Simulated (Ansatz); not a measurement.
# Lattice dynamics of Li (Im-3m, 1 atom in the cell), part 2 of 2

How does Li (Im-3m, 1 atom in the cell) vibrate, and is this structure a minimum?

Ansatz 0.2.0; DFT PBEsol, scalar-relativistic, plane waves, PAW; PAW set soft_1.

So far. Step 3 (Tight relaxation): The forces vanish by symmetry and the pressure is 0.000 GPa, within the tolerances set. The cell now holds 20.25 Å³/atom. The relaxed cell has a = 3.434 Å (conventional setting).

## 4. Response at finite wavevector

Stability and thermal properties need the whole zone. Linear response on a 4×4×4 q mesh gives force constants as far as a supercell of that size would.

The input, input.yaml:

```yaml
crystal:
  lattice:
    - [-1.7171025375, 1.7171025375, 1.7171025375]
    - [1.7171025375, -1.7171025375, 1.7171025375]
    - [1.7171025375, 1.7171025375, -1.7171025375]
  atoms:
    - { symbol: Li, position: [0.0, 0.0, 0.0] }
kpoints:
  mp_grid: { grid: [16, 16, 16] }
hamiltonian:
  xc: pbesol
  pseudopotentials: { kind: paw, azcp: { folder: soft_1 }, xc_functional: pbe }
scf:
  occupations: { method: methfessel_paxton, width: 0.2 }
output:
  eigenvalues: true
phonons:
  method: dfpt
  qmesh: [4, 4, 4]
  temperatures: { t_max: 1000, t_step: 50 }
  qpath:
    path:
      - [[0.0, 0.0, 0.0], [0.5, -0.5, 0.5], [0.0, 0.0, 0.5], [0.0, 0.0, 0.0], [0.25, 0.25, 0.25], [0.5, -0.5, 0.5]]
      - [[0.25, 0.25, 0.25], [0.0, 0.0, 0.5]]
    npoints: 10
```

Run with:

```bash
> ansatz run input.yaml --threads 4 --pin off --max-ram 10240MiB --backend cpu --events-out ev --progress --plain --runs-dir out
```

Numbers of over 12 decimals in the logs are rounded to 6 here.

Log:

```text
[...]
Crystal: 1 atoms, lattice volume = 20.251 Å³
Basis set: ecut = 420 eV, 381 PW (Γ), exchange–correlation on 40×40×40 points (8 copies of the dense FFT grid, shifted against one another)
Bands: 6, of which v1, the nominal top of the filled ones, is band 2 counted from 1 (1 counted from 0)
Symmetry: 48 space group operations
k-points: 145 of 4096
[...]
SCF iter   1: F=—  HF=-203.004526 eV  |F-HF|=—  |Δ(HF+E_count)|=         —  Δρ=4.12e-3  dr2=3.91e-3  ethr=3.10e-3  ⟨swp⟩=4.3  Hψ=6596  notcnv=0
[...]
SCF iter   6: F=-202.998606 eV  HF=-202.998606 eV  |F-HF|=2.84e-14  |Δ(HF+E_count)|=  1.51e-10  S|Δr|=    0.00e0  Δρ=1.55e-8  dr2=2.65e-14  ethr=1.00e-12  ⟨swp⟩=4.6  Hψ=2438  notcnv=0
SCF 1 converged in 6 iterations: F = -202.998606 eV  dr2 = 2.65e-14
[...]
NSCF: frozen V_eff on 145 k-points
[...]
DFPT response loops at q = (0, 0, 0) (fractional): preconditioner auto → Kerker (q_TF=auto, 1.985 Å⁻¹) (partly filled bands, converged f_vac=0.000); β = 1.00, the filter's whole step (`scf.mixing.beta` (0.50) is not read by the response loops under this deck's `scf.mixing.preconditioner`; to damp them name `kerker` or `kerker_dos`, under which they read `scf.mixing.beta`, and type it under 1.00, their step now; both keys bind the ground state too); Broyden in place of MSR1
[...]
SCF converged after 6 iterations
[...]
Free energy (F): -202.998606 eV
[...]
Internal energy: -202.998047 eV  (E = F + TS)
E sigma→0 (E₀):  -202.998466 eV
Entropy (-TS):   -0.000559 eV (-0.559 meV/atom)
Fermi energy:    1.000674 eV
[...]
--- Band table (eV; the first three rows and the last of 145) ---
[...]
--- Phonons (Γ-DFPT): 1 representative perturbation + reference (Σ response iterations 3) ---
  ASR residual: 7.720e-6 → 0.000e0 eV/Å²; symmetrization residual: 1.681e-13 eV/Å²
  ASR residual per site (eV/Å²): 7.72e-6
  Γ frequencies (cm⁻¹): 0.00 0.00 0.00
--- Phonons (arbitrary-q DFPT): 8 irreducible q on the 4×4×4 mesh ---
  q = [0.0000, 0.0000, 0.0000] (star 1, of the zone-centre solve; hermiticity 2.62e-9, symmetrization 2.06e-8): -0.00 0.00 0.00
  q = [0.0000, 0.0000, 0.2500] (star 12, 2 solved perturbations in 3336 linear systems a pass and spin channel, the states on 2176 of 4096 k-point pairs; hermiticity 2.19e-7, symmetrization 4.72e-8): 31.99 133.56 226.49
[...]
q = [0.2500, 0.2500, 0.2500] (star 2, 1 solved perturbation on 589 of 4096 k-point pairs; hermiticity 2.58e-8, symmetrization 1.29e-8): 264.85 264.85 264.85
[...]
sum rule: each row above includes the acoustic sum rule's correction from the zone centre's row sums; it moved no ω² by more than (0.55 cm⁻¹)²
  mesh force constants: q→R imaginary residual 0.00e0; ASR residual 7.720e-6 → 0.000e0 eV/Å²; symmetrization residual 1.110e-15 eV/Å²
  interpolated dispersion: 62 rows × 3 modes
  density of states and harmonic sums: on the 28×28×28 q-mesh, interpolated from the force constants of a 4×4×4 supercell (no non-analytic term)
  largest difference from the sums on the solved wave vectors: F 4.44e-3 eV, S 1.03e-5 and C_V 3.84e-6 eV/K
  zero-point energy: 0.039980 eV/cell   skipped modes (ω ≤ 0): 7, of them read as no rigid motion or as one in doubt: 4 (2.187e-3 modes/cell left out, lowest -15.76 cm⁻¹)   left out of the sums: 7.74e-4 of the cell's modes: C_V's classical limit lies that fraction below 3 k_B per atom; for a crystal, a wire or a layer, F and S can be off by more, and a phonons.interpolated_qmesh denser along its periods is the remedy for the sampling
```

Wall time 21 s (4 threads of Intel Xeon Platinum 8488C (Sapphire Rapids), shared host); peak memory 1.2 GiB; 74 s of CPU time.

Reading the cycles: dr2 is the Hartree energy of the density residual (eV), the measure of convergence; HF is the Harris–Foulkes estimate of the energy, which meets the free energy F at convergence.

This step gave:

```
sum-rule residual before enforcement                    : 7.72e-6 eV/Å²
lowest frequency on the path                            : -15.44 cm⁻¹
highest frequency on the path or at a solved wavevector : 332.3 cm⁻¹
lowest mode on the q mesh (acoustic modes at Γ apart)   : 31.99 cm⁻¹
```

Frequencies (cm⁻¹) solved at each irreducible wavevector; negative means imaginary. Frequencies by wavevector, by row:

```tsv
q in reciprocal lattice units	star	mode 1	mode 2	mode 3
0 0 0	1	0	0	0
0 0 0.25	12	32	133.6	226.5
0 0 -0.5	6	44.8	185.7	322.4
0 0.25 0.25	24	127	250.4	301.6
0.25 0.25 0.25	2	264.9	264.9	264.9
0.25 0.25 -0.25	6	215.8	225.5	225.5
0.25 -0.5 -0.5	12	217.8	283	315.8
-0.5 -0.5 -0.5	1	332.3	332.3	332.3
```

Interpolated from a 4×4×4 q mesh. Phonon branches along the path, in cm⁻¹:

```tsv
point	branch 1	branch 2	branch 3
Γ	0	0	0
halfway	216	226	226
H	332	332	332
halfway	218	283	316
N	45	186	322
halfway	32	134	226
Γ	0	0	0
halfway	144	144	257
P	265	265	265
halfway	166	306	306
H	332	332	332
jump to P	265	265	265
halfway	164	236	318
N	45	186	322
```

The phonon branches as a text plot (rows in cm⁻¹):

```
    325 |          *****   ****                         ***   ***
    311 |         *   *****    *                    ****    **
    296 |        **     *                    ***  **    *
    282 |              * *      *           *    *         *
    267 |       **        *                     *      *   *
    253 |               *                  *   *           ***
    238 |       *
    224 |     **         *       *        *   *  *            *
    209 |     **           *                 *        *     *
    195 |    *              *                                * **
    180 |    *            *  ***  *      *  *     *
    166 |                       *                    *
    151 |   *                                      *
    137 |                        * *       *        *         *
    122 |   *                           *
    108 |  *                      *       *
     93 |                  *        *
     79 |  *                       *                           *
     64 |                   *          * *
     50 | *                  ****   **                          *
     35 | *                      *      *
     21 |                         *  * *
      6 |*                            *
     -8 |                          ***
         Γ           H       N        Γ         P        H|P    N
```

The phonon density of states has structure finer than the step of the table below, so its rows give means over 20 cm⁻¹, whole bins alone (the curve runs from -17.5 to 332 cm⁻¹). Peaks (cm⁻¹: height): 312.5: 0.0345.

Tetrahedra on a 28×28×28 mesh, mean over bins of 5 cm-1. Interpolated from a 4×4×4 q mesh. The phonon density of states by wavenumber; means over each step:

```tsv
wavenumber (cm⁻¹)	phonon density of states (1/cm⁻¹/cell)
0	1.8e-4
20	7.1e-4
40	0.00172
60	0.00394
80	0.00541
100	0.00721
120	0.00958
140	0.00993
160	0.00837
180	0.00919
200	0.0104
220	0.0105
240	0.0109
260	0.0114
280	0.0124
300	0.0204
320	0.0175
```

Second derivatives of the energy by pair, one row for each kind of neighbour of each atom listed. Each entry sums the pair over the periodic images of the supercell that the q mesh stands for, and in a polar crystal it holds the long-range dipole part too. Force constants by pair, by row:

```tsv
atom	neighbour	distance (Å)	third of the trace (eV/Å²)	along the pair's line (eV/Å²)
Li1	itself	0	1.346	–
Li1	Li	2.974	-0.1693	-0.5003
Li1	Li	3.434	-0.0323	-0.0519
Li1	Li	4.857	0.0232	0.0578
Li1	Li	5.695	-0.0023	-0.0136
Li1	Li	5.948	-0.0182	-0.0567
Li1	Li	6.868	-0.0084	-0.0069
```

Symmetry leaves 8 wavevectors to solve. The lowest mode among them, the acoustic zeros apart, lies at q = (0, 0, 0.25) and is real, 32.0 cm⁻¹. Between them the interpolated path dips to 15i cm⁻¹.

## 5. Isotope substitution

An isotope changes the mass and not the force constants, so no new electronic calculation is needed; the shifts show which modes move this element.

The same force constants with the mass of Li changed from 6.940 to 6.015 u (phonopy, no LO-TO term). Both lists are sorted by frequency. Modes under 3 cm⁻¹ are left out. Isotope shifts, by row:

```tsv
q	rank	natural mass (cm⁻¹)	changed mass (cm⁻¹)
0 0 0.25	1	31.99	34.36
0 0 0.25	2	133.6	143.5
0 0 0.25	3	226.5	243.3
0 0 -0.5	1	44.83	48.16
0 0 -0.5	2	185.7	199.5
0 0 -0.5	3	322.4	346.3
0 0.25 0.25	1	127	136.4
0 0.25 0.25	2	250.4	269
0 0.25 0.25	3	301.6	323.9
```

With one element every mode shifts by +7.41 %.

## 6. What came out

- space group after relaxation (within 0.01 Å): Im-3m
- volume per atom: 20.3 Å³
- electronic character: no gap on this mesh
- lowest mode on the q mesh (acoustic modes at Γ apart): 32.0 cm⁻¹
- highest frequency on the path or at a solved wavevector: 332 cm⁻¹
- imaginary modes on the 4×4×4 q mesh: none

In words: No mode is imaginary at the 8 irreducible wavevectors solved, but between them the interpolated path dips to 15.4i cm⁻¹, so stability is not settled. The interpolated path dips to 15i cm⁻¹ between the solved wavevectors, which may come from the interpolation; a denser q mesh would tell. With no gap, or one that is small against the smearing, the frequencies hang on the k mesh and the smearing, most of all near Kohn anomalies. The PAW files were made for PBE and serve the other functionals too. These are harmonic frequencies at zero temperature: anharmonic shifts, linewidths and thermal expansion are left out.

[Logs are printed without paths, hosts, clocks, repeated set-up lines and the standing remarks that a program may print on its own settings, such as how far it seeks lower states.]

[Hosts, paths, dates, database ids (printed as entryN), source tags and the programs' standing remarks are cut or masked in the printed files.]
